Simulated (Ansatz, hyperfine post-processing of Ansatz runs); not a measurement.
# Reading the 7Li spectrum of LiMnF3

Calculated values: DFT, PBEsol+U, plane-wave PAW, default files (PAW set soft_2), collinear spin, scalar-relativistic (Ansatz), contact and point-dipole shifts scaled to 320 K with Θ = 0 K (a pure Curie law); spin-only moments, above the ordering temperature.

```cif
data_structure
_symmetry_space_group_name_H-M 'P 1'
_symmetry_Int_Tables_number 1
_cell_length_a 5.0622
_cell_length_b 5.0622
_cell_length_c 7.1070
_cell_angle_alpha 90.000
_cell_angle_beta 90.000
_cell_angle_gamma 145.181
_cell_volume 103.99
loop_
_atom_site_label
_atom_site_type_symbol
_atom_site_fract_x
_atom_site_fract_y
_atom_site_fract_z
_atom_site_occupancy
Mn1 Mn 0.25311 0.74689 0.75000 1
Mn2 Mn 0.74689 0.25311 0.25000 1
F3 F 0.09083 0.90917 0.25000 1
F4 F 0.35611 0.64389 0.06875 1
F5 F 0.35611 0.64389 0.43125 1
F6 F 0.64389 0.35611 0.93125 1
F7 F 0.90917 0.09083 0.75000 1
F8 F 0.64389 0.35611 0.56875 1
Li9 Li 0.00000 0.00000 0.50000 1
Li10 Li 0.00000 0.00000 0.00000 1
```

7Li MAS at 9.4 T (155.6 MHz), 60 kHz, 320 K; contact and dipolar shift alone, no orbital or quadrupolar part; lines under 1.5 % of the strongest are left out. NMR lines, with heights relative to the strongest:

```csv
position (ppm),intensity
-2062.3,2.9
-1676.6,11
-1290.9,33
-905.2,67
-519.5,100
-133.7,77
252.0,69
637.7,47
1023.4,32
1409.1,51
1794.8,43
2180.6,28
2566.3,12
2952.0,4.2
```

**Question.** Which lines are isotropic ones rather than spinning sidebands, and which Li atoms give them?

Sidebands are spaced by 386 ppm (the spinning rate over the resonance of 155.6 MHz). An isotropic line need not be the tallest: it is the area-weighted centre of its own family of sidebands, and the one that stays put when the rate is changed. Isotropic shifts: 252 ppm for atom 9 and the 1 atom equivalent to it (10 Mn through links of 88 to 93° (8), 108° (4) and 157° (4)), reduced anisotropy 2382 ppm.

[Logs are printed without paths, hosts, clocks, repeated set-up lines and the standing remarks that a program may print on its own settings, such as how far it seeks lower states.]

[Hosts, paths, dates, database ids (printed as entryN), source tags and the programs' standing remarks are cut or masked in the printed files.]
